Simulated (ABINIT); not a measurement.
Planning a run of ABINIT 10.8.3 on CsH (Fm-3m). The input:

```
acell 3*1.0 Angstrom
rprim 
  -0.000000000000 3.188000000000 3.188000000000
  3.188000000000 -0.000000000000 3.188000000000
  3.188000000000 3.188000000000 -0.000000000000
ntypat 2
znucl 55 1
natom 2
typat 1 2
xred 
  0.000000000000 0.000000000000 0.000000000000
  0.500000000000 0.500000000000 0.500000000000
pp_dirpath "pseudos"
pseudos "Cs.upf, H.upf"
ecut 32
nspinor 2
iscf -2
irdden 1
kptopt 0
nkpt 26
kpt 
  0.00000000 0.00000000 0.00000000
  0.12500000 0.00000000 0.12500000
  0.25000000 0.00000000 0.25000000
  0.37500000 0.00000000 0.37500000
  0.50000000 0.00000000 0.50000000
  0.53125000 0.06250000 0.53125000
  0.56250000 0.12500000 0.56250000
  0.59375000 0.18750000 0.59375000
  0.62500000 0.25000000 0.62500000
  0.37500000 0.37500000 0.75000000
  0.28125000 0.28125000 0.56250000
  0.18750000 0.18750000 0.37500000
  0.09375000 0.09375000 0.18750000
  0.00000000 0.00000000 0.00000000
  0.12500000 0.12500000 0.12500000
  0.25000000 0.25000000 0.25000000
  0.37500000 0.37500000 0.37500000
  0.50000000 0.50000000 0.50000000
  0.50000000 0.43750000 0.56250000
  0.50000000 0.37500000 0.62500000
  0.50000000 0.31250000 0.68750000
  0.50000000 0.25000000 0.75000000
  0.50000000 0.18750000 0.68750000
  0.50000000 0.12500000 0.62500000
  0.50000000 0.06250000 0.56250000
  0.50000000 0.00000000 0.50000000
istwfk *1
nband 26
nbdbuf 6
tolwfr 1e-08
nstep 40
prtwf 0
prtvol 0
indata_prefix "in"
outdata_prefix "out"
tmpdata_prefix "tmp"
```

The database entry behind the starting cell differs from later determinations by our own check (0.1 to 0.3 % short, probably kX units), so it need not match the best structure at ambient conditions.

```sh
OMP_NUM_THREADS=1 mpirun -n 4 abinit run.abi > log
```

Estimate wall time and host memory on 4 MPI ranks of Arm Neoverse V2, shared host.

It took 43 s; on shared hardware allow 21 s to 86 s. Peak host memory was 0.35 GiB.

[Paths, hosts, dates, memory and timing lines, banners, echoed tables and standing remarks are left out of the program output.]

[Logs are printed without paths, hosts, clocks, repeated set-up lines and the standing remarks that a program may print on its own settings, such as how far it seeks lower states.]

[Runs of the session that timed out or met a known fault of the program may be left out.]

[Hosts, paths, dates, database ids (printed as entryN), source tags and the programs' standing remarks are cut or masked in the printed files.]

[G0W0 gaps are taken among the corrected bands and points alone; a level outside them can change the order at an edge.]

[Where Ansatz stands beside ABINIT at settings called matched, ABINIT's density can come from a denser mesh and the files from another edition; pairs whose starting gaps differed by over 0.03 eV were left out, so agreement reads better than it is.]
